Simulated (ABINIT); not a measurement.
```
! title: Quasiparticle gap of MoS2 (P6_3/mmc) in ABINIT
! method: RPA screening on PBE, plane waves, norm-conserving pseudopotentials (and 2 further levels or steps)
! program: ABINIT 10.8.3
! settings: cutoff 36 Ha, PseudoDojo scalar-relativistic 0.4.1 standard, norm-conserving, ngkpt (6, 6, 1), nband 156, ecuteps 4.8 Ha, inclvkb 2, shiftk (0, 0, 0), symchi 1, awtr 1, frequency ppm, 6×6×1 k-mesh
! cost: 4 runs, 2.9 min in all on 8 MPI ranks of Intel Xeon Platinum 8488C (Sapphire Rapids), shared host
! notes: The database entry behind the starting cell differs from other determinations of this structure. The program’s warnings: nproc spkpt=  >= nkpt= * nsppol=. The cell and positions come from the Crystallography Open Database and are kept as given unless a step says otherwise. Limits: no spin-orbit coupling. The 6×6×1 mesh is coarse for this cell, which bears on the long-range parts of exchange and screening.
! PBE gap: 0.89 eV, indirect
! G0W0 gap on the mesh: 1.19 eV
! GW settings: 6×6×1 mesh, 156 bands, screening to 130.6 eV, Godby-Needs plasmon pole
! known limits: short of the basis limit; no spin-orbit coupling; coarse k mesh
CELL_PARAMETERS angstrom
3.16900 0.00000 0.00000
-1.58450 2.74443 0.00000
0.00000 0.00000 12.32400
ATOMIC_POSITIONS crystal
Mo 0.33333 0.66667 0.25000
Mo 0.66667 0.33333 0.75000
S 0.33333 0.66667 0.62300
S 0.66667 0.33333 0.12300
S 0.33333 0.66667 0.87700
S 0.66667 0.33333 0.37700
```

[Long decimals in the printed logs are rounded to 6 places.]

[Logs are printed without paths, hosts, clocks, repeated set-up lines and the standing remarks that a program may print on its own settings, such as how far it seeks lower states.]

[Paths, hosts, dates, memory and timing lines, banners, echoed tables and standing remarks are left out of the program output; an Ansatz launch command may be rebuilt from the run's recorded settings. Measured values are a selection of at most five: reports struck by readers or far from the other reports are left out. None is set beside runs whose start may be inverted or whose files or cutoffs have a known fault.]

[Runs of the session that timed out or met a known fault of the program may be left out.]

[Hosts, paths, dates, database ids (printed as entryN), source tags and the programs' standing remarks are cut or masked in the printed files.]

[G0W0 gaps are taken among the corrected bands and points alone; a level outside them can change the order at an edge.]

[Where Ansatz stands beside ABINIT at settings called matched, ABINIT's density can come from a denser mesh and the files from another edition; pairs whose starting gaps differed by over 0.03 eV were left out, so agreement reads better than it is.]
